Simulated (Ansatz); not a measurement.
# C on Rh(100): change of the work function, part 2 of 4

Aim: the work function of Rh(100) at several coverages of C (hollow site), and the dipole that each adsorbate carries.

Ansatz 0.2.0; plane-wave DFT, PBE, Ansatz PAW.

So far, work function, upper face (eV): step 2 (the clean slab) 5.08.

In doubt: Bader basins on short bonds can need a finer grid, which would bear on Bader charges.

## (3) Adsorbate added, k-mesh 6×6×1, coverage 0.25 ML

System of this step: Rh16C (C/Rh(100)). The cell holds 17 atoms: 16 Rh and 1 C. Its edges and angles: a = 5.374 Å, b = 5.374 Å, c = 24.769 Å, α = 90.0°, β = 90.0°, γ = 90.0°. Vacuum lies along c.

The clean slab as it ended is repeated in the plane and the adsorbate is set on one face; the cell's size fixes the coverage, and the k-mesh shrinks with it to keep the sampling density about even. Adsorbate and upper layers relax, since the dipole depends on the height.

The input, input.yaml:

```yaml
crystal:
  lattice:
    - [5.374011537, 0.0, 0.0]
    - [0.0, 5.374011537, 0.0]
    - [0.0, 0.0, 24.7687723643]
  atoms:
    - { symbol: Rh, position: [0.25, 0.25, 0.363360762] }
    - { symbol: Rh, position: [0.0, 0.0, 0.4400702562] }
    - { symbol: Rh, position: [0.25, 0.25, 0.5182815114] }
    - { symbol: Rh, position: [0.0, 0.0, 0.5934868717] }
    - { symbol: Rh, position: [0.25, 0.75, 0.363360762] }
    - { symbol: Rh, position: [0.0, 0.5, 0.4400702562] }
    - { symbol: Rh, position: [0.25, 0.75, 0.5182815114] }
    - { symbol: Rh, position: [0.0, 0.5, 0.5934868717] }
    - { symbol: Rh, position: [0.75, 0.25, 0.363360762] }
    - { symbol: Rh, position: [0.5, 0.0, 0.4400702562] }
    - { symbol: Rh, position: [0.75, 0.25, 0.5182815114] }
    - { symbol: Rh, position: [0.5, 0.0, 0.5934868717] }
    - { symbol: Rh, position: [0.75, 0.75, 0.363360762] }
    - { symbol: Rh, position: [0.5, 0.5, 0.4400702562] }
    - { symbol: Rh, position: [0.75, 0.75, 0.5182815114] }
    - { symbol: Rh, position: [0.5, 0.5, 0.5934868717] }
    - { symbol: C, position: [0.25, 0.25, 0.636639238] }
kpoints:
  mp_grid: { grid: [6, 6, 1] }
hamiltonian:
  xc: pbe
scf:
  occupations: { method: fermi_dirac, width: 0.1 }
  convergence: { dr2_threshold: 1.0e-08 }
efield:
  axis: 3
  dipole_correction: true
  ramp_position: 0.97
  ramp_width: 0.06
relax:
  f_tol: 0.02
  max_steps: 60
  constraints: [{ sites: [0, 1, 4, 5, 8, 9, 12, 13] }]
output:
  bader: true
  dos: { projected: true, e_range: [-8, 4] }
  write_potential: true
  write_density: true
  volumetric_format: npy
  elf: true
```

Run with:

```
ansatz run input.yaml --threads 8 --pin off --max-ram 12288MiB --backend cpu --events-out ev --progress --plain --runs-dir out
```

Numbers of over 12 decimals in the logs are rounded to 6 here.

What it wrote:

```text
[...]
Crystal: 17 atoms, lattice volume = 715.322 Å³
Basis set: ecut = 420 eV, 13923 PW (Γ), exchange–correlation on 72×72×360 points (8 copies of the dense FFT grid, shifted against one another)
Bands: 166, of which v1, the nominal top of the filled ones, is band 138 counted from 1 (137 counted from 0)
Symmetry: 8 space group operations
[...]
k-points: 10 of 36
[...]
SCF iter   1: F=—  HF=-102688.135794 eV  |F-HF|=—  |Δ(HF+E_count)|=         —  Δρ=6.80e-3  dr2=1.04e0  ethr=1.77e-3  p=-0.085 e·Å  D=-2.16e-2 V/Å  ΔV_dip=0.53 eV  dr2_dipole=1.35e-3  V_vac-E_F(+/−)=5.28/4.74 eV  ⟨swp⟩=8.2  Hψ=7409  notcnv=0  defer=26
[...]
SCF iter  11: F=-102688.077094 eV  HF=-102688.077094 eV  |F-HF|=2.16e-8  |Δ(HF+E_count)|=   1.17e-7  Δρ=4.49e-7  dr2=1.91e-9  ethr=3.62e-12  p=-0.093 e·Å  D=-2.36e-2 V/Å  ΔV_dip=0.59 eV  dr2_dipole=7.83e-12  V_vac-E_F(+/−)=5.68/5.09 eV  ⟨swp⟩=17.8  Hψ=12450  notcnv=0
SCF 1 converged in 11 iterations: F = -102688.077094 eV  dr2 = 1.91e-9
[...]
relax step   1: F+E_penalty+E_count = -102688.07709442 eV  Δ(F+E_penalty+E_count) = +0.000e0 eV  max|allowed force component| = 3.063e0 eV/Å  Δτ_max = 0.0000 Å  (11 SCF iters, accepted)
[...]
SCF iter   1: F=—  HF=-102688.804577 eV  |F-HF|=—  |Δ(HF+E_count)|=         —  Δρ=7.67e-3  dr2=1.27e0  ethr=3.94e-4  p=-0.093 e·Å  D=-2.36e-2 V/Å  ΔV_dip=0.59 eV  dr2_dipole=2.92e-1  V_vac-E_F(+/−)=5.69/5.11 eV  ⟨swp⟩=1.4  Hψ=5337  notcnv=0  defer=55
[...]
eigensolver tolerance schedule calibrated: the retry pair's looser diagonalisation under-reported the residual by θ = 0.14 (0.16/decade); ethr = c·dr2/N_el runs at the constant in force after the calibration composes with the one it found (an armed cap, an earlier calibration), c = 3.8e-2
[...]
SCF iter   2: F=—  HF=-102688.787451 eV  |F-HF|=—  |Δ(HF+E_count)|=   1.71e-2  Δρ=4.72e-3  dr2=2.62e-1  ethr=1.76e-4  p=-0.071 e·Å  D=-1.79e-2 V/Å  ΔV_dip=0.44 eV  dr2_dipole=1.47e-3  V_vac-E_F(+/−)=5.52/5.08 eV  ⟨swp⟩=3.0  Hψ=3109  notcnv=0  defer=55
[...]
SCF iter  11: F=-102688.738334 eV  HF=-102688.738334 eV  |F-HF|=9.87e-9  |Δ(HF+E_count)|=   1.20e-7  Δρ=3.74e-7  dr2=3.68e-9  ethr=1.39e-12  p=-0.074 e·Å  D=-1.87e-2 V/Å  ΔV_dip=0.46 eV  dr2_dipole=3.39e-11  V_vac-E_F(+/−)=5.55/5.08 eV  ⟨swp⟩=15.1  Hψ=11961  notcnv=0
SCF 2 converged in 11 iterations: F = -102688.738334 eV  dr2 = 3.68e-9
relax step   2: F+E_penalty+E_count = -102688.73833387 eV  Δ(F+E_penalty+E_count) = -6.612e-1 eV  max|allowed force component| = 1.644e0 eV/Å  Δτ_max = 0.1873 Å  (11 SCF iters, accepted)
[...]
SCF iter  10: F=-102688.946805 eV  HF=-102688.946805 eV  |F-HF|=3.23e-8  |Δ(HF+E_count)|=   5.68e-8  Δρ=5.82e-7  dr2=3.80e-9  ethr=3.62e-12  p=-0.061 e·Å  D=-1.55e-2 V/Å  ΔV_dip=0.38 eV  dr2_dipole=3.14e-10  V_vac-E_F(+/−)=5.46/5.07 eV  ⟨swp⟩=15.4  Hψ=12120  notcnv=0
SCF 3 converged in 10 iterations: F = -102688.946805 eV  dr2 = 3.80e-9
relax step   3: F+E_penalty+E_count = -102688.94680456 eV  Δ(F+E_penalty+E_count) = -2.085e-1 eV  max|allowed force component| = 4.218e-1 eV/Å  Δτ_max = 0.1948 Å  (10 SCF iters, accepted)
[...]
relax step   4: F+E_penalty+E_count = -102688.99532878 eV  Δ(F+E_penalty+E_count) = -4.852e-2 eV  max|allowed force component| = 2.335e-1 eV/Å  Δτ_max = 0.1203 Å  (9 SCF iters, accepted)
[...]
relax step   5: F+E_penalty+E_count = -102689.01139361 eV  Δ(F+E_penalty+E_count) = -1.606e-2 eV  max|allowed force component| = 9.773e-2 eV/Å  Δτ_max = 0.1074 Å  (10 SCF iters, accepted)
[...]
relax step   6: F+E_penalty+E_count = -102689.01333817 eV  Δ(F+E_penalty+E_count) = -1.945e-3 eV  max|allowed force component| = 6.709e-2 eV/Å  Δτ_max = 0.0353 Å  (9 SCF iters, accepted)
SCF iter   1: F=—  HF=-102689.014892 eV  |F-HF|=—  |Δ(HF+E_count)|=         —  Δρ=6.51e-4  dr2=7.64e-3  ethr=1.96e-5  p=-0.048 e·Å  D=-1.22e-2 V/Å  ΔV_dip=0.30 eV  dr2_dipole=2.10e-3  V_vac-E_F(+/−)=5.36/5.06 eV  ⟨swp⟩=2.0  Hψ=2955  notcnv=0  defer=48
[...]
SCF iter   8: F=-102689.014079 eV  HF=-102689.014078 eV  |F-HF|=1.03e-7  |Δ(HF+E_count)|=   2.89e-8  Δρ=8.22e-7  dr2=6.95e-9  ethr=3.62e-12  p=-0.048 e·Å  D=-1.20e-2 V/Å  ΔV_dip=0.30 eV  dr2_dipole=4.28e-11  V_vac-E_F(+/−)=5.36/5.06 eV  ⟨swp⟩=12.9  Hψ=12076  notcnv=0
SCF 7 converged in 8 iterations: F = -102689.014079 eV  dr2 = 6.95e-9
relax step   7: F+E_penalty+E_count = -102689.01407860 eV  Δ(F+E_penalty+E_count) = -7.404e-4 eV  max|allowed force component| = 6.967e-3 eV/Å  Δτ_max = 0.0126 Å  (8 SCF iters, accepted)
NSCF: frozen V_eff on 10 k-points
[...]
WARN: The output density's exchange-correlation potential varies sharply where the density is thin. Do not read a vacuum level from v_tot or v_xc, or from such a field of the output density. On a cell that repeats whose density bears no net charge and no dipole along the vacuum's axis use v_es (v_loc + v_h of the components); under efield.dipole_correction with no amplitude use v_es + v_field, which holds any externa [...]
SCF converged after 8 iterations
Free energy (F): -102689.014079 eV
[...]
Internal energy: -102688.088964 eV  (E = F + TS)
E sigma→0 (E₀):  -102688.551521 eV
Entropy (-TS):   -0.925114 eV (-54.418 meV/atom)
Fermi energy:    3.417521 eV
Dipole field:    D = -0.012018 V/Å  (p = -0.047508 e·Å, saw-weighted, corrected)
Work function:   Φ+ = 5.3592 eV   Φ− = 5.0616 eV
[...]
--- Forces (eV/Å), atoms counted from 1 ---
  atom   1  Rh     0.00000000     0.00000000     0.29358307
  atom   2  Rh    -0.01555070    -0.01555070    -0.24049188
  atom   3  Rh     0.00000000     0.00000000     0.00290422
  atom   4  Rh     0.00430917     0.00430917    -0.00074874
  atom   5  Rh     0.00000000     0.00000000     0.19775995
  atom   6  Rh    -0.01555070     0.01555070    -0.24049188
  atom   7  Rh     0.00000000     0.00000000     0.00164037
  atom   8  Rh     0.00430917    -0.00430917    -0.00074874
  atom   9  Rh     0.00000000     0.00000000     0.19775995
  atom  10  Rh     0.01555070    -0.01555070    -0.24049188
  atom  11  Rh     0.00000000     0.00000000     0.00164037
  atom  12  Rh    -0.00430917     0.00430917    -0.00074874
  atom  13  Rh     0.00000000     0.00000000     0.27751236
  atom  14  Rh     0.01555070     0.01555070    -0.24049188
  atom  15  Rh     0.00000000     0.00000000    -0.00094213
  atom  16  Rh    -0.00430917    -0.00430917    -0.00074874
  atom  17  C     -0.00000000     0.00000000    -0.00696673
  max |Σ_I F_I| component: 7.11e-5 eV/Å
--- Band table (eV; the first three rows and the last of 10) ---
  k-point 0: bands = [... 134 lower, 3.5603, 3.7011, 3.7389, 3.7399, 3.7948, 3.7948, 3.8030, 4.0193, ... 24 higher]
  k-point 1: bands = [... 134 lower, 3.5154, 3.5468, 3.5943, 3.6020, 3.6527, 3.6816, 3.7584, 3.8899, ... 24 higher]
  k-point 2: bands = [... 134 lower, 3.2359, 3.3703, 3.4117, 3.4217, 3.4723, 3.5988, 3.7009, 3.7858, ... 24 higher]
  k-point 9: bands = [... 134 lower, 2.4609, 2.5684, 2.8621, 2.8621, 2.9260, 3.0187, 3.0460, 3.1116, ... 24 higher]
--- Relaxed structure (7 steps of the walk, 7 accepted, 0 SCFs on fresh bases) ---
  F+E_penalty+E_count = -102689.01407860 eV   max|allowed force component| = 6.967e-3 eV/Å
  atoms:
    - { symbol: Rh, position: [0.25, 0.25, 0.363360762] }
    - { symbol: Rh, position: [0.0, 0.0, 0.4400702562] }
    - { symbol: Rh, position: [0.25, 0.25, 0.516467] }
    - { symbol: Rh, position: [-0.00618112, -0.00618112, 0.596330] }
    - { symbol: Rh, position: [0.25, 0.75, 0.363360762] }
    - { symbol: Rh, position: [0.0, 0.5, 0.4400702562] }
    - { symbol: Rh, position: [0.25, 0.75, 0.517082] }
    - { symbol: Rh, position: [-0.00618112, 0.506181, 0.596330] }
    - { symbol: Rh, position: [0.75, 0.25, 0.363360762] }
    - { symbol: Rh, position: [0.5, 0.0, 0.4400702562] }
    - { symbol: Rh, position: [0.75, 0.25, 0.517082] }
    - { symbol: Rh, position: [0.506181, -0.00618112, 0.596330] }
    - { symbol: Rh, position: [0.75, 0.75, 0.363360762] }
    - { symbol: Rh, position: [0.5, 0.5, 0.4400702562] }
    - { symbol: Rh, position: [0.75, 0.75, 0.517261] }
    - { symbol: Rh, position: [0.506181, 0.506181, 0.596330] }
    - { symbol: C, position: [0.25, 0.25, 0.610088] }
--- Bader charges: 17 sites ---
  site symbol  charge [e]  shift [e]
     0     Rh     -0.0397     0.0001
     1     Rh      0.0492     0.0001
     2     Rh      0.1135     0.0004
     3     Rh      0.0917     0.0012
     4     Rh     -0.0441     0.0001
     5     Rh      0.0491     0.0001
     6     Rh      0.0406     0.0000
     7     Rh      0.0917     0.0012
     8     Rh     -0.0441     0.0001
     9     Rh      0.0492     0.0001
    10     Rh      0.0406     0.0000
    11     Rh      0.0917     0.0012
    12     Rh     -0.0507     0.0001
    13     Rh      0.0492     0.0001
    14     Rh     -0.0350     0.0000
    15     Rh      0.0917     0.0012
    16      C     -0.5445     0.0053
  estimated error of the sums over rays = 6.7e-4 e
```

Run time: 2.8 min. Hardware: 8 threads of Arm Neoverse V1, shared host; peak memory 4.7 GiB; 22 min of CPU time.

Step by step:

```csv
step,energy less that of the first step (eV),largest force component (eV/Å)
1,0.0000,3.0625
2,-0.6612,1.6442
3,-0.8697,0.4218
4,-0.9182,0.2335
5,-0.9343,0.0977
6,-0.9362,0.0671
7,-0.9370,0.0070
```

The run keeps the 8 symmetry operations that it works with, so distortions that break them were not tested.

The atoms that moved most (Å):

```csv
atom,dx,dy,dz,length
C17,0.000,0.000,-0.658,0.658
Rh4,-0.033,-0.033,0.070,0.085
Rh12,0.033,-0.033,0.070,0.085
Rh8,-0.033,0.033,0.070,0.085
Rh16,0.033,0.033,0.070,0.085
Rh3,0.000,0.000,-0.045,0.045
Rh7,0.000,0.000,-0.030,0.030
Rh11,0.000,0.000,-0.030,0.030
```

Final coordinates:

```cif
data_structure
_symmetry_space_group_name_H-M 'P 1'
_symmetry_Int_Tables_number 1
_cell_length_a 5.3740
_cell_length_b 5.3740
_cell_length_c 24.7688
_cell_angle_alpha 90.000
_cell_angle_beta 90.000
_cell_angle_gamma 90.000
_cell_volume 715.32
loop_
_atom_site_label
_atom_site_type_symbol
_atom_site_fract_x
_atom_site_fract_y
_atom_site_fract_z
_atom_site_occupancy
Rh1 Rh 0.25000 0.25000 0.36336 1
Rh2 Rh 0.00000 0.00000 0.44007 1
Rh3 Rh 0.25000 0.25000 0.51647 1
Rh4 Rh 0.99382 0.99382 0.59633 1
Rh5 Rh 0.25000 0.75000 0.36336 1
Rh6 Rh 0.00000 0.50000 0.44007 1
Rh7 Rh 0.25000 0.75000 0.51708 1
Rh8 Rh 0.99382 0.50618 0.59633 1
Rh9 Rh 0.75000 0.25000 0.36336 1
Rh10 Rh 0.50000 0.00000 0.44007 1
Rh11 Rh 0.75000 0.25000 0.51708 1
Rh12 Rh 0.50618 0.99382 0.59633 1
Rh13 Rh 0.75000 0.75000 0.36336 1
Rh14 Rh 0.50000 0.50000 0.44007 1
Rh15 Rh 0.75000 0.75000 0.51726 1
Rh16 Rh 0.50618 0.50618 0.59633 1
C17 C 0.25000 0.25000 0.61009 1
```

Numbers from this step:

* energy at zero smearing: -102688.5515 eV
* work function, upper face: 5.359 eV
* work function, lower face: 5.062 eV
* dipole along the normal: -0.04751 e·Å
* step between the vacuum levels: 0.2977 eV

Running mean over 1.9 Å of the planar mean; the ramp of the sawtooth is left out. The electron's electrostatic potential energy less the Fermi level by z:

```csv
z (Å),electron's electrostatic potential energy less the Fermi level (eV)
3.5,5.06
4.0,5.06
4.5,5.06
5.0,5.06
5.5,5.05
6.0,5.01
6.5,4.88
7.0,4.38
7.5,2.20
8.0,-3.59
8.5,-9.81
9.0,-12.4
9.5,-12.8
10.0,-13.0
10.5,-13.1
11.0,-13.2
11.5,-13.2
12.0,-13.1
12.5,-13.1
13.0,-12.9
13.5,-12.4
14.0,-12.8
14.5,-13.8
15.0,-13.2
15.5,-8.56
16.0,-1.22
16.5,3.68
17.0,4.95
17.5,5.26
18.0,5.33
18.5,5.35
19.0,5.36
19.5,5.36
20.0,5.36
20.5,5.36
21.0,5.36
21.5,5.36
```

The density of states has structure finer than the step of the table below, so its rows give means over 0.5 eV, whole bins alone (the curve runs from -8 to 1.98 eV). Peaks (eV: height): -4.03: 46.1, -3.88: 61.9, -3.01: 38.1, -2.86: 45.6, -2.59: 51.0, -1.89: 46.9, -1.44: 40.0.

Density of states against energy, zero at the Fermi level; means over each step:

```csv
energy (eV),density of states (states/eV a cell)
-7.5,0
-7.0,0.754
-6.5,2.82
-6.0,6.75
-5.5,16.6
-5.0,24.8
-4.5,19.8
-4.0,26.5
-3.5,18.3
-3.0,23.8
-2.5,31.3
-2.0,24.9
-1.5,27.5
-1.0,26.1
-0.5,27.9
0.0,28.8
0.5,26.4
1.0,8.26
1.5,6.90
```

Projected DOS per atom over height of the atomic layer and energy from the Fermi level. Layers: Rh4 Rh4 Rh4 Rh4C from below.

Ten even steps from '0' (0.00 states/eV) to '9' (2.44 states/eV), each cell a mean:
```
0001
1111
3332
6764
8665
9456
7556
9556
6346
8666
6775
4564
5553
5664
4753
3982
1553
0112
0001
0000
0000
0000
```
Columns: height of the atomic layer (Å) from 9 to 14.8; rows upwards: energy from the Fermi level (eV) from -7.96 to 1.95.

Valence density in the ca plane at fractional y = 0.250, with atoms of Rh and C within 0.2 Å of it. It is the smooth field of the valence electrons, not physical close to the nuclei.

Ten steps, logarithmic in the rise over the least value, from '0' (0 e/Å³) to '9' (13 e/Å³), each cell a mean:
```
00012333222222233322222210000000000000000000
00024676422222357653222110000000000000000000
00136998532122589974211110000000000000000000
00137998632112589974211100000000000000000000
00125887522222478863221110000000000000000000
00013554322222345532222210000000000000000000
00012232222222223222222211000000000000000000
00012333222222233322223321000000000000000000
00024676422222357653234432100000000000000000
00136998532122589974345542100000000000000000
00137998632112589974345543100000000000000000
00125887522222478863345542100000000000000000
00013454322222345532233331000000000000000000
00012222222222223222222221000000000000000000
```
Columns run along c (16.0 Å, from fractional 0.28 to 0.93 of the cell), rows up along a (5.4 Å). Atoms in or near the plane, at fractional coordinates: Rh at (0.36, 0.25), Rh at (0.52, 0.25), Rh at (0.36, 0.75), Rh at (0.52, 0.75), C at (0.61, 0.25).

Electrostatic potential energy in the ca plane at fractional y = 0.250, with atoms of Rh and C within 0.2 Å of it. With pseudopotentials it is smooth inside the atoms' cores, unlike the true potential.

Ten even steps from '0' (-76 eV) to '9' (9 eV), each cell a mean:
```
99999888999999988899999999999999999999999999
99997435899999863468999999999999999999999999
99984001699999620038999999999999999999999999
99984000589999610027999999999999999999999999
99986213799999731158999999999999999999999999
99998767899999976689999999999999999999999999
99999999999999999999999999999999999999999999
99999888999999988899999999999999999999999999
99997435899999853478987789999999999999999999
99984001699999610038873269999999999999999999
99984000589999610037861048999999999999999999
99986213799999731158985579999999999999999999
99998767899999976789998899999999999999999999
99999999999999999999999999999999999999999999
```
Columns run along c (16.0 Å, from fractional 0.28 to 0.93 of the cell; values clipped at the 3rd and 97th percentile), rows up along a (5.4 Å). Atoms in or near the plane, at fractional coordinates: Rh at (0.36, 0.25), Rh at (0.52, 0.25), Rh at (0.36, 0.75), Rh at (0.52, 0.75), C at (0.61, 0.25).

ELF in the ca plane at fractional y = 0.250, with atoms of Rh and C within 0.2 Å of it. It is the smooth field of the valence electrons, not physical close to the nuclei.

Ten even steps from '0' (0.00) to '9' (0.77), each cell a mean:
```
01223332233333323323223322100000000000000000
01124675332223357642322222100000000000000000
01137998532222489973222221100000000000000000
01137999632222599984222221100000000000000000
01125887432222368853222222100000000000000000
01123443333233334432323322100000000000000000
01223332333333333333223332110000000000000000
01223332233333333322234554210000000000000000
01124675332233357642368997420000000000000000
01137998532222489973475589620000000000000000
01137999632222599973473279620000000000000000
01125897432222378852478898520000000000000000
01123443233233334422346876310000000000000000
01223332333333333332223333210000000000000000
```
Columns run along c (16.0 Å, from fractional 0.28 to 0.93 of the cell), rows up along a (5.4 Å). Atoms in or near the plane, at fractional coordinates: Rh at (0.36, 0.25), Rh at (0.52, 0.25), Rh at (0.36, 0.75), Rh at (0.52, 0.75), C at (0.61, 0.25).

The relaxation took 7 steps and lowered the energy by 0.94 eV; the largest force on the free atoms ends at 0.0070 eV/Å.

By hand: a sheet of dipoles makes a step −p/(ε₀A) in the electron's potential. With e/ε₀ = 180.95 V·Å, p = -0.04751 e·Å and A = 28.88 Å², that is −180.95 × (-0.04751) / 28.88 = +0.298 eV, and the two vacuum levels of the run differ by +0.298 eV.

The covered face has 5.36 eV, +0.28 eV against the clean one; the bare back face has moved by -0.02 eV, a measure of how thin the slab is.

(Continued in part 3 of 4.)

[Logs are printed without paths, hosts, clocks, repeated set-up lines and the standing remarks that a program may print on its own settings, such as how far it seeks lower states.]

[Hosts, paths, dates, database ids (printed as entryN), source tags and the programs' standing remarks are cut or masked in the printed files.]

[Maps of the electrostatic potential energy from Ansatz leave out the sawtooth potential of an applied field or a dipole correction, so their vacuum need not be flat; planar profiles and work functions include it.]

[The density of states shown here was stored with 400 of the rows of the run's finer table, so its peaks can read low, often by over a quarter, or be missed, and its means over a window can be off by a tenth or more.]
